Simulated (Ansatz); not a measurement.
System: MoSSe/WS2 (heterobilayer).

The cell holds 6 atoms: 1 Mo, 3 S, 1 Se and 1 W. Its edges and angles: a = 3.155 Å, b = 3.155 Å, c = 41.700 Å, α = 90.0°, β = 90.0°, γ = 120.0°. It derives from Mo1S1Se1. Regions: layer 1 (MoSSe), 3 atoms (1 Mo, 1 S and 1 Se); layer 2 (WS2), 3 atoms (1 W and 2 S). Vacuum lies along c.

```xyz
6
Lattice="3.1550 0.0000 0.0000 -1.5775 2.7323 0.0000 0.0000 0.0000 41.7000" Properties=species:S:1:pos:R:3
Mo    0.0000    1.8215   17.9361
S     1.5775    0.9108   19.4662
Se    1.5775    0.9108   16.2366
W     0.0000    0.0000   23.9133
S     0.0000    1.8215   25.4634
S     0.0000    1.8215   22.3626
```

The structure was relaxed with LDA. The runs that relaxed it are not among those shown. Spin-orbit coupling is left out unless a run names it.

Gaps computed with Ansatz 0.2.0 without a self-energy: LDA 0.88 eV and HSE06 1.46 eV.

**Question.** What gap should G0W0 on LDA give (9×9×1 mesh, 530 empty bands, screening to 75 eV, PAW set soft_1 files)?

About 1.50 eV: on its mesh the run moves the gap from 0.95 eV by +0.62 eV, and the mesh misses the edges by 0.07 eV. Among the scalar-relativistic levels given, HSE06 is nearest (−0.04 eV). Bands and cutoff are finite, so the gap is not at the basis limit. The miss can reach some tenths of an eV and take either sign; the mesh is an error of its own. The mesh in the plane is coarse for a sheet; gap and any exciton binding can still move on denser ones. The many-body steps are scalar-relativistic: spin-orbit coupling is not in them.

[Paths, hosts, dates, memory and timing lines, banners, echoed tables and standing remarks are left out of the program output.]

[Logs are printed without paths, hosts, clocks, repeated set-up lines and the standing remarks that a program may print on its own settings, such as how far it seeks lower states.]

[Runs of the session that timed out or met a known fault of the program may be left out.]

[Cells called generated may have been cut or substituted from an entry of the Crystallography Open Database or the Materials Project.]

[Hosts, paths, dates, database ids (printed as entryN), source tags and the programs' standing remarks are cut or masked in the printed files.]
